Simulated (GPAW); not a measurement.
# Optical response of ZnS (Wurtzite-2H)

Wanted: where ZnS (Wurtzite-2H) starts to absorb, how strongly, and its refractive index. The cell comes from an older database entry, whose edges can differ from later determinations, mostly by under a per cent.

Calculated with GPAW 26.7.0; DFT, PBE, plane-wave PAW (GPAW data sets), scalar-relativistic, RPA, optical limit.

The database entry behind the starting cell differs from later determinations by our own check (about 0.4 % short), so it need not match the best structure at ambient conditions.

### Step 1. The structure

It takes space group P6_3mc (No. 186, hexagonal). Conventional cell: a = 3.811 Å, b = 3.811 Å, c = 6.234 Å, α = 90.00°, β = 90.00°, γ = 120.00°. Nearest to Zn lie 4 S at 2.31 to 2.40 Å. Nearest to S lie 4 Zn at 2.31 to 2.40 Å. Farther neighbours and most contacts between anions are not listed.

### Step 2. Ground state

The self-consistent density comes first; it also tells whether there is a gap, which decides the occupations and the need for a Drude term.

This step: DFT, PBE, plane-wave PAW (GPAW data sets), scalar-relativistic, ground state (GPAW 26.7.0).

File gs.py:

```python
from ase import Atoms
from ase.dft.bandgap import bandgap
from gpaw import GPAW, PW, FermiDirac

atoms = Atoms(['Zn', 'Zn', 'S', 'S'],
              cell=[[3.811000000000, 0.000000000000, 0.000000000000],
                    [-1.905500000000, 3.300422813800, 0.000000000000],
                    [0.000000000000, 0.000000000000, 6.234000000000]],
              scaled_positions=[[0.666666666700, 0.333333333300, 0.500000000000],
                                [0.333333333300, 0.666666666700, 0.000000000000],
                                [0.666666666700, 0.333333333300, 0.885000000000],
                                [0.333333333300, 0.666666666700, 0.385000000000]],
              pbc=[True, True, True])
atoms.calc = GPAW(mode=PW(500), xc='PBE', kpts={'size': (9, 9, 4), 'gamma': True},
                  occupations=FermiDirac(0.05), maxiter=150, txt='gs.txt')
print('energy (eV)', atoms.get_potential_energy())
print('Fermi level (eV)', atoms.calc.get_fermi_level())
print('valence electrons', atoms.calc.get_number_of_electrons())
print('gap (eV)', bandgap(atoms.calc, output=None)[0])
print('direct gap (eV)', bandgap(atoms.calc, direct=True, output=None)[0])
atoms.calc.write('gs.gpw')
```

Run with:

```bash
OMP_NUM_THREADS=1 python gs.py
```

Numbers of over 12 decimals in the logs are rounded to 6 here.

The log of the run:

```text
__  _  _
 | _ |_)|_||  |
 |__||  | ||/\| - 26.7.0

Versions:
  Python: 3.12.14
  ASE:    3.29.0
  Numpy:  2.5.5
  Scipy:  1.18.1
  Libxc:  7.0.0

Input parameters:
  mode=PW(ecut=500.0),
  kpts=MonkhorstPack(size=(9, 9, 4), gamma=True),
  maxiter=150,
  occupations=Occupations(name='fermi-dirac', width=0.05, fixmagmom=False),
  xc=XC(name='PBE')

Diagonalizing LCAO Hamiltonian
Converting LCAO to pw mode

            S

            Zn
        S

        Zn

Atoms  # Å, Bohr magnetons
|   | symbol |         x |        y |        z |    initial magnetic moments |
| 0 |     Zn |  1.905500 | 1.100141 | 3.117000 | ( 0.0000,  0.0000,  0.0000) |
| 1 |     Zn | -0.000000 | 2.200282 | 0.000000 | ( 0.0000,  0.0000,  0.0000) |
| 2 |      S |  1.905500 | 1.100141 | 5.517090 | ( 0.0000,  0.0000,  0.0000) |
| 3 |      S | -0.000000 | 2.200282 | 2.400090 | ( 0.0000,  0.0000,  0.0000) |

Unit cell  # Å
| periodic |         x |        y |        z |  lengths |     angles |
|      yes |  3.811000 | 0.000000 | 0.000000 | 3.811000 |  90.000000 |
|      yes | -1.905500 | 3.300423 | 0.000000 | 3.811000 |  90.000000 |
|      yes |  0.000000 | 0.000000 | 6.234000 | 6.234000 | 120.000000 |

Number of symmetries: 6
Symmetry operations  # r_c * U_cc + t_c -> r_c
|   | kind |            matrix            |
| 0 |  σ   |  1, 1, 0,  0,-1, 0,  0, 0, 1 |
| 1 |  E   |  1, 0, 0,  0, 1, 0,  0, 0, 1 |
| 2 |  C3  |  0, 1, 0, -1,-1, 0,  0, 0, 1 |
| 3 |  σ   |  0,-1, 0, -1, 0, 0,  0, 0, 1 |
| 4 |  σ   | -1, 0, 0,  1, 1, 0,  0, 0, 1 |
| 5 |  C3  | -1,-1, 0,  1, 0, 0,  0, 0, 1 |

BZ-sampling:
  Number of BZ points: 324
  Number of IBZ points: 43

  Monkhorst-Pack size: [9, 9, 4]
  Monkhorst-Pack shift: [0.0, 0.0, 0.125]

K-points  # in reciprocal-cell coordinates
|     |                                coordinates |     weight |
|   0 | (  0.00000000,   0.00000000,   0.00000000) | 0.00308642 |
|   1 | (  0.00000000,   0.00000000,   0.25000000) | 0.00617284 |
|   2 | (  0.00000000,   0.00000000,   0.50000000) | 0.00308642 |
|   3 | (  0.11111111,   0.00000000,  -0.25000000) | 0.01851852 |
|   4 | (  0.11111111,   0.00000000,   0.00000000) | 0.01851852 |
|   5 | (  0.11111111,   0.00000000,   0.25000000) | 0.01851852 |
|   6 | (  0.11111111,   0.00000000,   0.50000000) | 0.01851852 |
|   7 | (  0.22222222,  -0.11111111,   0.00000000) | 0.01851852 |
|   8 | (  0.22222222,  -0.11111111,   0.25000000) | 0.03703704 |
|   9 | (  0.22222222,  -0.11111111,   0.50000000) | 0.01851852 |
| ... |                                            |            |
|  42 | (  0.44444444,   0.44444444,   0.50000000) | 0.01851852 |

Plane wave coefficients: 2008
Cutoff: 500.0 eV

Spin-components: 1 (collinear spins)
Bands:           26
Projectors:      22
Spin-degeneracy: 2
Datatype:        complex128

Parallelization:
  kpt:    1
  domain: 1
  band:   1

Density:
  Valence electrons: 36.0
  Components: 1
  Grid points: [20 20 35]
  Charge: 0.0  # |e|

Potential:
  Grid points: [20 20 35]

species:
  Zn:
    name:    Zinc
    id:
    Z:       30.0
    valence: 12
    core:    18
    charge:  0.0  # [|e|]
    compensation charges:
      type: gauss
      rc: 0.37  # [Å]
      lmax: 2
    cutoffs:
      filter: 2.14  # [Å]
      core: 2.28  # [Å]
    projectors
    | kind |    occ | energy [eV] | rcut [Å] |
    |   4s |  2.000 |      -5.977 |    1.286 |
    |   4p |  0.000 |      -1.117 |    1.270 |
    |   3d | 10.000 |     -10.142 |    1.180 |
    |    s |        |      21.234 |    1.286 |
    |    p |        |      26.095 |    1.270 |
    |    d |        |      17.070 |    1.180 |

    Using partial waves for Zn as LCAO basis

  S:
    name:    Sulfur
    id:
    Z:       16.0
    valence: 6
    core:    10
    charge:  0.0  # [|e|]
    compensation charges:
      type: gauss
      rc: 0.24  # [Å]
      lmax: 2
    cutoffs:
      filter: 1.77  # [Å]
      core: 1.66  # [Å]
    projectors
    | kind |    occ | energy [eV] | rcut [Å] |
    |   3s |  2.000 |     -17.254 |    0.974 |
    |   3p |  4.000 |      -7.008 |    0.979 |
    |    s |        |       9.957 |    0.974 |
    |    p |        |      20.203 |    0.979 |
    |    d |        |       0.000 |    0.900 |

    Using partial waves for S as LCAO basis

Reference energy: -119437.893101  # eV

eigensolver:
  PPCG
  Converge bands: occupied
  niter=2

density mixing:
  MSR1-Mixer
  Pratt-step length: 0.05
  Maximum mixing coefficient: 0.75
  Old densities: 10
  SVD Regularization: 0.005
  Good broyden scale: 1.0
  Trust region scale: 1.0
  Backstep threshold: 4.0
  History deletion threshold: 6.0
  Fourier metric: weight=20.0, sigma=0.015

occupation numbers:
  Fermi-Dirac:
    width: 0.0500  # eV

poisson solver:
  ecut: 4000.0  # eV

xc functional:
  name: PBE with 2 nearest neighbor stencil

convergence criteria:
- Maximum [total energy] change in last 3 cyles: 0.0005 eV / valence electron
- Maximum integral of absolute [dens]ity change: 0.0001 electrons / valence electron
- Maximum integral of absolute [eigenst]ate change: 4e-08 eV^2 / valence electron
maximum number of iterations: 150

SCF iterations
|iter     |      energy | eigst |  dens |
|iter:   1||  -14.500949 | +0.38 |       |
|iter:   2||  -14.359380 | -0.77 | -1.18 |
|iter:   3||  -13.787161 | -1.20 | -1.23 |
|iter:   4||  -13.788722 | -2.28 | -1.80 |
|iter:   5||  -13.791949c| -3.35 | -2.23 |
|iter:   6||  -13.791749c| -3.82 | -2.84 |
|iter:   7||  -13.791808c| -4.45 | -3.47 |
|iter:   8||  -13.791824c| -5.21 | -3.81 |
|iter:   9||  -13.791824c| -7.28 | -4.85c|
|iter:  10||  -13.791824c| -8.58c| -5.25c|

Converged in 10 steps
SCF loop duration: 35.867 s (3.587 s/step)
Energy contributions relative to reference atoms: (reference = -119437.893101)

Energy contributions:
  Kinetic:          23.234780
  Coulomb:         -19.536936
  Zero:              0.054966
  External:          0.000000
  Xc:              -17.544635
  Entropy:          -0.000000
  Spinorbit:         0.000000
  ----------------------------
  Free energy:     -13.791824
  Extrapolated:    -13.791824

dipole moment: (-0.000002, 0.000002, -7.469747)  # |e|*Ang

Fermi level: 4.766
Eigenvalues  # (at kpt = [0.000, 0.000, 0.000])
| band index |      eig [eV] | occ [0-2] |
|          0 |        -9.373 |     2.000 |
|        ... |               |           |
|         10 |        -1.970 |     2.000 |
|         11 |        -1.812 |     2.000 |
|         12 |        -1.339 |     2.000 |
|         13 |         2.962 |     2.000 |
|         14 |         2.962 |     2.000 |
|         15 |         3.808 |     2.000 |
|         16 |         3.808 |     2.000 |
|         17 |         3.818 |     2.000 |
|         18 |         6.062 |     0.000 |
|         19 |         6.811 |     0.000 |
|         20 |        10.096 |     0.000 |
|         21 |        10.096 |     0.000 |
|         22 |        10.400 |     0.000 |
|         23 |        11.402 |     0.000 |
|         24 |        11.402 |     0.000 |
|         25 |        13.116 |     0.000 |

Gap: 2.244 eV
Transition (v -> c):
  (s=0, k=0, n=17, [0.00, 0.00, 0.00]) -> (s=0, k=0, n=18, [0.00, 0.00, 0.00])
No difference between direct/indirect transitions

--- standard output ---
energy (eV) -13.791824
Fermi level (eV) 4.765826
valence electrons 36.0
gap (eV) 2.243759
direct gap (eV) 2.243759
```

Wall time 38 s (1 thread of Arm Neoverse V1, shared host); peak memory 0.19 GiB.

This step gave:

| Item | Value |
| --- | --- |
| energy | -13.79 eV |
| Fermi energy | 4.766 eV |
| gap on the k-mesh | 2.244 eV |
| direct gap on the mesh | 2.244 eV |
| electrons | 36 |

There is a gap, 2.24 eV on this mesh (points off the mesh can give less), so no carriers' term is needed.

### Step 3. Bands for the response

At the fixed density, many empty bands are solved on the mesh of the response, since the spectrum sums over them.

This step: DFT, PBE, plane-wave PAW (GPAW data sets), scalar-relativistic, bands at fixed density (GPAW 26.7.0).

File nscf.py:

```python
from ase.dft.bandgap import bandgap
from gpaw import GPAW, FermiDirac

calc = GPAW('gs.gpw').fixed_density(kpts={'size': (9, 9, 5), 'gamma': True}, nbands=61, convergence={'bands': 55},
                                    occupations=FermiDirac(0.001), txt='nscf.txt')
print('gap (eV)', bandgap(calc, output=None)[0])
print('direct gap (eV)', bandgap(calc, direct=True, output=None)[0])
print('top band over the Fermi level (eV)', min(calc.get_eigenvalues(kpt=k)[54] for k in range(len(calc.get_ibz_k_points()))) - calc.get_fermi_level())
calc.write('full.gpw', mode='all')
```

Run with:

```bash
OMP_NUM_THREADS=1 python nscf.py
```

The log of the run:

```text
Diagonalizing LCAO Hamiltonian
Converting LCAO to pw mode
convergence criteria:
- Maximum integral of absolute [eigenst]ate change: 4e-08 eV^2 / valence electron
maximum number of iterations: 150

SCF iterations
|iter     |      energy | eigst |  dens |
|iter:   1||             | +3.83 |       |
|iter:   2||             | +2.63 |       |
|iter:   3||             | +2.02 |       |
|iter:   4||             | +1.16 |       |
|iter:   5||             | +0.40 |       |
|iter:   6||             | -0.48 |       |
|iter:   7||             | -1.23 |       |
|iter:   8||             | -2.09 |       |
|iter:   9||             | -2.81 |       |
|iter:  10||             | -3.64 |       |
|iter:  11||             | -4.33 |       |
|iter:  12||             | -5.12 |       |
|iter:  13||             | -5.81 |       |
|iter:  14||             | -6.65 |       |
|iter:  15||             | -7.30 |       |
|iter:  16||             | -7.88c|       |
SCF steps: 16
  __  _  _
 | _ |_)|_||  |
 |__||  | ||/\| - 26.7.0

Versions:
  Python: 3.12.14
  ASE:    3.29.0
  Numpy:  2.5.5
  Scipy:  1.18.1
  Libxc:  7.0.0

Input parameters:
  mode=PW(ecut=500.0),
  convergence={'bands': 55},
  gpts=array([20, 20, 35]),
  kpts=MonkhorstPack(size=(9, 9, 5), gamma=True),
  maxiter=150,
  nbands=61,
  occupations=Occupations(name='fermi-dirac', width=0.001, fixmagmom=False),
  parallel={},
  xc=XC(name='PBE')

--- standard output ---
gap (eV) 2.243759
direct gap (eV) 2.243759
top band over the Fermi level (eV) 27.152478
```

It took 2.6 min on 1 thread; peak memory 0.28 GiB.

### Step 4. Dielectric function, RPA

Transitions between filled and empty bands, summed over the zone, give the optical response, so mesh, band count and broadening shape it.

The induced potential is part of this response.

This step: DFT, PBE, plane-wave PAW (GPAW data sets), scalar-relativistic, RPA, optical limit (GPAW 26.7.0).

File df.py:

```python
from gpaw.response.df import DielectricFunction

df = DielectricFunction('full.gpw', frequencies={'type': 'nonlinear', 'domega0': 0.03, 'omega2': 8},
                        ecut=50,
                        eta=0.15,
                        nbands=55,
                        txt='df.txt')
for direction in ['x', 'z']:
    df.get_dielectric_function(xc='RPA', direction=direction, filename=f'df_{direction}.csv')
```

Run with:

```bash
OMP_NUM_THREADS=1 python df.py
```

The log of the run:

```text
Using integrator: PointIntegrator
NonLinearFrequencyDescriptor(from 0.000 to 44.193 eV, 449 points)
Nonperiodic BCs:  [False False False]
Using integrator: PointIntegrator
NonLinearFrequencyDescriptor(from 0.000 to 44.193 eV, 449 points)
Nonperiodic BCs:  [False False False]

Calculating chi0 body with:
    Ground state adapter containing:
    Number of spins: 1
    Number of kpoints: 405
    Number of irreducible kpoints: 50
    Number of completely occupied states: 18
    Number of partially occupied states: 18

    Linear response parametrization:
    q_c: [0.0, 0.0, 0.0]
    Number of frequency points: 449
    Planewave cutoff: 50.0
    Number of bands: 55
    Number of planewaves: 67
    Broadening (eta): 0.15

Integrating chi0 body.

Symmetries of q_c:
    Direct symmetries (Uq -> q): 6
    Indirect symmetries (TUq -> q): 6
In total 12 allowed symmetries.

50 groups of equivalent kpoints. 87.654321% reduction.

Integral kind: spectral function

Calculating chi0 optical extensions with:
    Ground state adapter containing:
    Number of spins: 1
    Number of kpoints: 405
    Number of irreducible kpoints: 50
    Number of completely occupied states: 18
    Number of partially occupied states: 18

    Linear response parametrization:
    Number of frequency points: 449
    Planewave cutoff: 50.0
    Number of bands: 55
    Number of planewaves: 67
    Broadening (eta): 0.15
Integrating chi0 head and wings.

Symmetries of q_c:
    Direct symmetries (Uq -> q): 6
    Indirect symmetries (TUq -> q): 6
In total 12 allowed symmetries.

50 groups of equivalent kpoints. 87.654321% reduction.

Integral kind: spectral function wings
```

Run time: 21 s. Hardware: 1 thread; peak memory 0.32 GiB.

This step gave:

- electronic dielectric constant ε∞, mean over x, y and z (by symmetry where fewer were run): 5.564
- main peak of Im epsilon, first axis: 5.706 eV

Some rows of df_x.csv (energy; Re and Im without local fields; Re and Im with them):

```text
0.000000, 6.207566, -0.000000, 5.549316, 0.000000
0.429336, 6.239145, 0.022429, 5.577790, 0.020250
0.878195, 6.344500, 0.049446, 5.673140, 0.044915
1.347938, 6.554824, 0.089592, 5.865324, 0.082570
1.840057, 6.961853, 0.191321, 6.245771, 0.183347
2.356191, 7.084207, 0.635587, 6.298366, 0.642884
2.898142, 8.374600, 1.252050, 7.534391, 1.255521
3.467895, 9.171875, 1.565698, 8.158538, 1.535002
4.067647, 8.977407, 2.736245, 7.652405, 2.629826
4.699832, 9.391787, 7.108943, 7.853831, 6.478661
5.367152, 7.838674, 9.585218, 6.069007, 8.101117
6.072622, 2.320066, 7.849278, 1.085699, 6.411762
6.819608, 1.264801, 11.677014, 1.732165, 8.126634
7.611886, -2.018311, 7.971719, -0.421242, 6.059368
8.453705, -1.578199, 5.235041, -0.327411, 3.910021
9.349861, -2.196425, 3.885053, -0.866278, 3.646477
10.305790, -1.887742, 2.942738, -0.767606, 2.860470
11.327680, -1.777305, 1.516125, -1.340059, 1.908130
12.422601, -1.262403, 1.183216, -0.936919, 1.504668
13.598673, -0.882633, 0.868145, -0.645854, 1.049790
```

The Im ε has structure finer than the step of the table below, so its rows give means over 0.5 eV, whole bins alone (the curve runs from 0 to 14.0 eV). Peaks (eV: height): E ∥ x 5.71: 9.69, 6.82: 8.13; E ∥ z 3.02: 2.38, 5.08: 10.8, 5.51: 10.6, 6.71: 7.57.

Values under the direct gap are tails of Lorentzian lines. The Im ε by photon energy; means over each step:

```csv
photon energy (eV),E ∥ x,E ∥ z
0.5,0.0240,0.0253
1.0,0.0537,0.0569
1.5,0.105,0.114
2.0,0.367,0.425
2.5,0.561,0.643
3.0,1.31,1.64
3.5,1.84,1.32
4.0,2.84,2.67
4.5,4.98,5.01
5.0,6.69,9.33
5.5,8.63,9.15
6.0,7.30,5.90
6.5,6.64,6.53
7.0,7.64,6.99
7.5,5.97,5.40
8.0,4.71,4.60
8.5,4.03,4.32
9.0,4.00,3.60
9.5,3.41,3.20
10.0,2.78,2.61
10.5,2.77,2.67
11.0,2.54,2.12
11.5,1.75,2.03
12.0,1.67,1.73
12.5,1.41,1.21
13.0,1.21,1.01
13.5,1.11,1.18
```

[end of part 1 of 2]

[Machine, clock and banner lines and Python warnings are left out of the logs.]

[Logs are printed without paths, hosts, clocks, repeated set-up lines and the standing remarks that a program may print on its own settings, such as how far it seeks lower states.]

[Hosts, paths, dates, database ids (printed as entryN), source tags and the programs' standing remarks are cut or masked in the printed files.]
